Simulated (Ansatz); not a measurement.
# A convergence test on AlN (F-43m): k mesh of the density

Aim: see how gap, energy and time of AlN (F-43m) follow the k mesh of the density.

Calculated with Ansatz 0.2.0; DFT, PBE, plane waves, PAW; PAW set soft_1.

## 1. Set-up

Symmetry: F-43m, No. 216, cubic system. The conventional cell has a = 4.368 Å, b = 4.368 Å, c = 4.368 Å, α = 90.00°, β = 90.00°, γ = 90.00°. Nearest to Al lie 4 N at 1.89 Å. Nearest to N lie 4 Al at 1.89 Å. Farther neighbours and most contacts between anions are not listed.

The cell and positions are those that the Materials Project relaxed with its own functionals (PBE, PBE+U or r2SCAN), kept fixed. This is not the form that AlN usually takes at ambient conditions.

## 2. k mesh of the density: 4×4×4

input.yaml reads:

```yaml
crystal:
  lattice:
    - [0.0, 2.1839935596, 2.1839935596]
    - [2.1839935596, 0.0, 2.1839935596]
    - [2.1839935596, 2.1839935596, 0.0]
  atoms:
    - { symbol: Al, position: [0.0, 0.0, 0.0] }
    - { symbol: "N", position: [0.75, 0.75, 0.75] }
kpoints:
  mp_grid: { grid: [4, 4, 4] }
  band_path:
    path:
      - [0.0, 0.0, 0.0]
      - [-0.5, -0.5, 0.0]
      - [-0.375, -0.375, 0.25]
      - [-0.375, 0.0, 0.375]
      - [0.0, 0.0, 0.5]
      - [-0.5, -0.25, 0.25]
    npoints: 1
hamiltonian:
  xc: pbe
  pseudopotentials: { kind: paw, azcp: { folder: soft_1 } }
scf:
  occupations: { method: fixed }
  n_extra_bands: 4
output:
  eigenvalues: true
  write_density: true
  write_potential: true
  elf: true
  volumetric_format: npy
```

Launch:

```
> ansatz run input.yaml --threads 3 --pin off --max-ram 92160MiB --backend cuda --events-out ev --progress --plain --runs-dir out --devices 1 --max-vram 13GiB
```

Numbers of over 12 decimals in the logs are rounded to 6 here.

The log of the run:

```text
scf.n_extra_bands = 4 over 4 filled bands (N_el = 8.0): the run solves 8 bands
GPUs: using 1 of 1 available (devices: 1).
Engine: ansatz 0.2.0, x86_64-unknown-linux-gnu
Pseudopotentials: kind: paw
Pseudopotential: Al, paw, valence charge 3, recommended cutoff 420 eV (normal), soft_1/Al.paw.azcp
Pseudopotential: N, paw, valence charge 5, recommended cutoff 420 eV (normal), soft_1/N.paw.azcp
Functional definition: PBE
  parameter kappa = 0.804
  parameter beta = 0.066725
  exchange = pbe_x(kappa = kappa, mu = beta*pi^2/3)
  correlation = pbe_c(beta = beta)
device memory: the entry about to start is reckoned to put 1.3 GiB on a device that reports 57.7 GiB free (of which the cap on the GPU budget leaves the run 13.0 GiB)
GPU FFT provider: cuFFT
GPU libraries: cuBLAS 13.8.2, cuFFT 12.4.0, cuSOLVER 12.3.4
Crystal: 2 atoms, lattice volume = 20.835 Å³
Basis set: ecut = 420 eV, 411 PW (Γ)
Bands: 8, of which v1, the nominal top of the filled ones, is band 4 counted from 1 (3 counted from 0)
Symmetry: 24 space group operations
Space group: F-43m (ITA 216), of the structure as read, at distance tolerance 2.8e-5 Å
k-points: 8 of 64 (time reversal used)
Non-local potential: Al, projectors of the file, l = 0: 2, l = 1: 2, l = 2: 1
Non-local potential: N, projectors of the file, l = 0: 2, l = 1: 2, l = 2: 1
PAW form: soft (Blöchl's): semilocal exchange-correlation on the pseudo side does not see the compensation charge
PAW one-centre angular grid: Al, 110 points (default); XC on 64 Gauss nodes
PAW one-centre angular grid: N, 110 points (default); XC on 64 Gauss nodes
Initial density: superposition of atomic densities (chi_scale 0.1, normalization cell, long waves kept (reshape's long-wave potential 0.00 eV rms))
Initial wavefunctions: pseudopotential atomic-orbital guess
GPU buffer pool allocated for 13824 grid points (all kernels)
GPU transforms: local potential and band sums: pruned to the plane-wave sphere, on 24×24×24
Functional: x = pbe(κ = 0.804, μ = 0.219515), c = pbe(β = 0.066725)
SCF iter   1: F=—  HF=-925.647132 eV  |F-HF|=—  |Δ(HF+E_count)|=         —  Δρ=1.40e-1  dr2=4.98e0  ethr=3.10e-3  ⟨swp⟩=4.0  Hψ=414  notcnv=0  defer=3
preconditioner: auto → none  [insulator: Δε(μ)=5.460 eV  Ē_g=16.570 eV  n_scr=0 (ndim 8)  ℏωp=23.0 eV  f_vac=0.000  ε∞_Penn≈2.9]
SCF iter   2: F=—  HF=-924.382342 eV  |F-HF|=—  |Δ(HF+E_count)|=    1.26e0  Δρ=7.67e-2  dr2=7.20e-1  ethr=3.10e-3  ⟨swp⟩=2.9  Hψ=202  notcnv=0  defer=9
SCF iter   3: F=—  HF=-924.179505 eV  |F-HF|=—  |Δ(HF+E_count)|=   2.03e-1  Δρ=2.35e-2  dr2=5.72e-2  ethr=3.10e-3  ⟨swp⟩=2.5  Hψ=152  notcnv=0  defer=12
SCF iter   4: F=—  HF=-924.173021 eV  |F-HF|=—  |Δ(HF+E_count)|=   6.48e-3  Δρ=1.42e-3  dr2=2.38e-4  ethr=7.15e-4  ⟨swp⟩=2.0  Hψ=82  notcnv=0  defer=14
SCF iter   5: F=—  HF=-924.172952 eV  |F-HF|=—  |Δ(HF+E_count)|=   6.94e-5  Δρ=3.92e-4  dr2=8.36e-6  ethr=2.98e-6  ⟨swp⟩=2.8  Hψ=104  notcnv=0  defer=14
SCF iter   6: F=—  HF=-924.172942 eV  |F-HF|=—  |Δ(HF+E_count)|=   1.00e-5  Δρ=3.29e-5  dr2=1.41e-7  ethr=1.05e-7  ⟨swp⟩=2.0  Hψ=96  notcnv=0
SCF iter   7: F=-924.172942 eV  HF=-924.172942 eV  |F-HF|=3.10e-9  |Δ(HF+E_count)|=   5.47e-8  Δρ=4.42e-6  dr2=2.51e-9  ethr=1.25e-9  ⟨swp⟩=3.9  Hψ=288  notcnv=0
SCF 1 converged in 7 iterations: F = -924.172942 eV  dr2 = 2.51e-9
[...]
device memory: the entry about to start is reckoned to put 0.6 GiB on a device that reports 59.2 GiB free (of which the cap on the GPU budget leaves the run 13.0 GiB)
NSCF: frozen V_eff on 6 k-points
SCF converged after 7 iterations
Free energy (F): -924.172942 eV
Harris-Foulkes:  -924.172942 eV  (|F-HF|=3.10e-9)
Internal energy: -924.172942 eV  (E = F + TS)
E sigma→0 (E₀):  -924.172942 eV
Fermi energy:    6.994196 eV
--- Per-component energies (eV) ---
  E_band       = 15.576141
  E_kinetic    = 156.926335
  E_local      = -209.397415  (includes V_loc(G=0)·N_el)
  E_nonlocal   = 44.601043
  E_hartree    = 77.311170
  E_xc         = -99.081945
  E_vxc        = -107.023053  (∫ρ·V_xc dr)
  E_paw        = -597.929413  (= ΣΔE_a)
  E_vpaw       = -24.154164  (= ΣTr[D̂ρ^β])
  E_aug_tail   = 0.000839  (compensation charges beyond the density's cutoff)
  E_ewald      = -296.603555
  E_smearing   = -0.000000  (= −TS)
  E_closure    = 0.000000  (closes the sum)
  Σ components = -924.172942   (vs F -924.172942, Δ=0.00e0)
--- Band table (eV; the first three rows and the last of 8) ---
  k-point 0: bands = ["-7.9763", "6.9942", "6.9942", "6.9942", "11.1690", "19.5472", "19.5472", "19.5472"]
  k-point 1: bands = ["-7.1266", "3.7311", "6.7399", "6.7399", "13.4380", "17.9595", "19.2965", "19.2965"]
  k-point 2: bands = ["-5.9296", "1.1381", "6.5161", "6.5161", "14.3583", "16.8489", "18.1114", "18.1114"]
  k-point 7: bands = ["-5.2386", "3.2123", "3.5573", "4.3007", "13.0207", "18.3962", "18.9509", "19.1648"]
```

It took 5.6 s on 1 × NVIDIA H100 80GB HBM3 (shared by 6 runs) with 3 threads of AMD EPYC 7R13 (Zen 3), shared host; peak memory 0.84 GiB; 4.1 s of CPU time.

This step gave:

```
gap                  : 3.299 eV
valence top at       : Γ
conduction bottom at : X
least direct gap     : 4.175 eV
```

The gap is indirect, with the least direct gap 0.88 eV higher.

## 3. k mesh of the density: 6×6×6

Edit input.yaml of step 2 so:

```diff
@@ -9,3 +9,3 @@
 kpoints:
-  mp_grid: { grid: [4, 4, 4] }
+  mp_grid: { grid: [6, 6, 6] }
   band_path:
@@ -27,5 +27 @@
   eigenvalues: true
-  write_density: true
-  write_potential: true
-  elf: true
-  volumetric_format: npy
```

The log of the run:

```text
[...]
GPUs: using 1 of 1 available (devices: 1).
[...]
GPU FFT provider: cuFFT
GPU libraries: cuBLAS 13.8.2, cuFFT 12.4.0, cuSOLVER 12.3.4
Crystal: 2 atoms, lattice volume = 20.835 Å³
Basis set: ecut = 420 eV, 411 PW (Γ)
Bands: 8, of which v1, the nominal top of the filled ones, is band 4 counted from 1 (3 counted from 0)
[... 1 set-up line as in the run before ...]
[...]
SCF 1 converged in 7 iterations: F = -924.207667 eV  dr2 = 3.02e-9
[...]
NSCF: frozen V_eff on 6 k-points
SCF converged after 7 iterations
Free energy (F): -924.207667 eV
[...]
Internal energy: -924.207667 eV  (E = F + TS)
E sigma→0 (E₀):  -924.207667 eV
Fermi energy:    6.965493 eV
[...]
--- Band table (eV; the first three rows and the last of 16) ---
[...]
```

Elapsed: 9 s, on 1 × NVIDIA H100 80GB HBM3 (shared by 6 runs) with 3 threads; peak memory 0.84 GiB; 3.4 s of CPU time.

This step gave:

```yaml
gap: 3.323 eV
valence_top_at: Γ
conduction_bottom_at: X
least_direct_gap: 4.186 eV
```

The gap is 3.323 eV, +0.024 eV from the run before at this level.

## 4. k mesh of the density: 10×10×10 (the default)

input.yaml, the sections that differ from step 3:

```yaml
kpoints:
  mp_grid: { grid: [10, 10, 10] }
  band_path:
    path:
      - [[0.0, 0.0, 0.0], [-0.5, -0.5, 0.0], [-0.375, -0.375, 0.25]]
      - [[-0.375, 0.0, 0.375], [0.0, 0.0, 0.0], [0.0, 0.0, 0.5], [-0.5, -0.25, 0.25], [-0.5, -0.5, 0.0]]
    npoints: 10
scf:
  occupations: { method: fermi_dirac, width: 0.02 }
  n_extra_bands: 4
output:
  eigenvalues: true
  write_density: true
  write_potential: true
  elf: true
  volumetric_format: npy
# crystal, hamiltonian: as in step 3
```

The log of the run:

```text
[...]
GPUs: using 1 of 1 available (devices: 1).
[...]
GPU FFT provider: cuFFT
GPU libraries: cuBLAS 13.8.2, cuFFT 12.4.0, cuSOLVER 12.3.4
Crystal: 2 atoms, lattice volume = 20.835 Å³
Basis set: ecut = 420 eV, 411 PW (Γ)
Bands: 8, of which v1, the nominal top of the filled ones, is band 4 counted from 1 (3 counted from 0)
[... 1 set-up line as in the run before ...]
[...]
SCF 1 converged in 7 iterations: F = -924.209504 eV  dr2 = 2.90e-9
[...]
NSCF: frozen V_eff on 62 k-points, pencils in batches of 32, up to order 40
SCF converged after 7 iterations
Free energy (F): -924.209504 eV
[...]
Internal energy: -924.209504 eV  (E = F + TS)
E sigma→0 (E₀):  -924.209504 eV
Fermi energy:    8.636854 eV
[...]
--- Band table (eV; the first three rows and the last of 47) ---
[...]
```

Run time: 9.1 s. Hardware: 1 × NVIDIA H100 80GB HBM3 (shared by 6 runs) with 3 threads; peak memory 0.85 GiB; 4.9 s of CPU time.

This step gave:

```
gap                  : 3.325 eV
valence top at       : Γ
conduction bottom at : X
least direct gap     : 4.187 eV
```

The gap is 3.325 eV, +0.002 eV from the run before at this level.

## 5. k mesh of the density: 14×14×14

input.yaml, the sections that differ from step 4:

```yaml
kpoints:
  mp_grid: { grid: [14, 14, 14] }
  band_path:
    path:
      - [0.0, 0.0, 0.0]
      - [-0.5, -0.5, 0.0]
      - [-0.375, -0.375, 0.25]
      - [-0.375, 0.0, 0.375]
      - [0.0, 0.0, 0.5]
      - [-0.5, -0.25, 0.25]
    npoints: 1
scf:
  occupations: { method: fixed }
  n_extra_bands: 4
output:
  eigenvalues: true
# crystal, hamiltonian: as in step 4
```

The log of the run:

```text
[...]
GPUs: using 1 of 1 available (devices: 1).
[...]
GPU FFT provider: cuFFT
GPU libraries: cuBLAS 13.8.2, cuFFT 12.4.0, cuSOLVER 12.3.4
Crystal: 2 atoms, lattice volume = 20.835 Å³
Basis set: ecut = 420 eV, 411 PW (Γ)
Bands: 8, of which v1, the nominal top of the filled ones, is band 4 counted from 1 (3 counted from 0)
[... 1 set-up line as in the run before ...]
[...]
SCF 1 converged in 7 iterations: F = -924.209520 eV  dr2 = 2.79e-9
[...]
SCF converged after 7 iterations
Free energy (F): -924.209520 eV
[...]
Internal energy: -924.209520 eV  (E = F + TS)
E sigma→0 (E₀):  -924.209520 eV
Fermi energy:    6.963149 eV
[...]
--- Band table (eV; the first three rows and the last of 104) ---
[...]
```

The job ended after 8.2 s (1 × NVIDIA H100 80GB HBM3 (shared by 6 runs) with 3 threads; peak memory 0.84 GiB; 4.3 s of CPU time).

This step gave:

- gap: 3.325 eV
- valence top at: Γ
- conduction bottom at: X
- least direct gap: 4.187 eV

The gap is 3.325 eV, as in the run before at this level.

## 6. The series

Differences are against the last row; a negative gap means that bands overlap, and a run with a band path holds that path's time. Times are wall times on 1 × NVIDIA H100 80GB HBM3 (shared by 6 runs) with 3 threads of AMD EPYC 7R13 (Zen 3), shared host, good to a factor of about two.

| k mesh of the density | gap (eV) | direct gap (eV) | gap error (eV) | energy error (meV/atom) | irreducible k | time |
| --- | --- | --- | --- | --- | --- | --- |
| 4×4×4 | 3.299 | 4.175 | −0.026 | +18.3 | 8 | 5.6 s |
| 6×6×6 | 3.323 | 4.186 | −0.002 | +0.9 | 16 | 9 s |
| 10×10×10 | 3.325 | 4.187 | +0.000 | +0.0 | 47 | 9.1 s |
| 14×14×14 | 3.325 | 4.187 | +0.000 | +0.0 | 104 | 8.2 s |

## 7. Outcome

```json
{
  "4×4×4": "3.299 eV",
  "6×6×6": "3.323 eV",
  "10×10×10": "3.325 eV",
  "14×14×14": "3.325 eV"
}
```

**Reading.** The gap holds to 0.02 eV from 6×6×6 on. At 4×4×4 the gap is off by −0.026 eV and the energy by +18 meV/atom. The gap is read over the mesh and added points near the edges, so meshes differ mainly through the density and, for a hybrid, the exchange operator.

[Paths, hosts, dates, memory and timing lines, banners, echoed tables and standing remarks are left out of the program output.]

[Logs are printed without paths, hosts, clocks, repeated set-up lines and the standing remarks that a program may print on its own settings, such as how far it seeks lower states.]

[Runs of the session that timed out or met a known fault of the program may be left out.]

[Cells called generated may have been cut or substituted from an entry of the Crystallography Open Database or the Materials Project.]

[Hosts, paths, dates, database ids (printed as entryN), source tags and the programs' standing remarks are cut or masked in the printed files.]
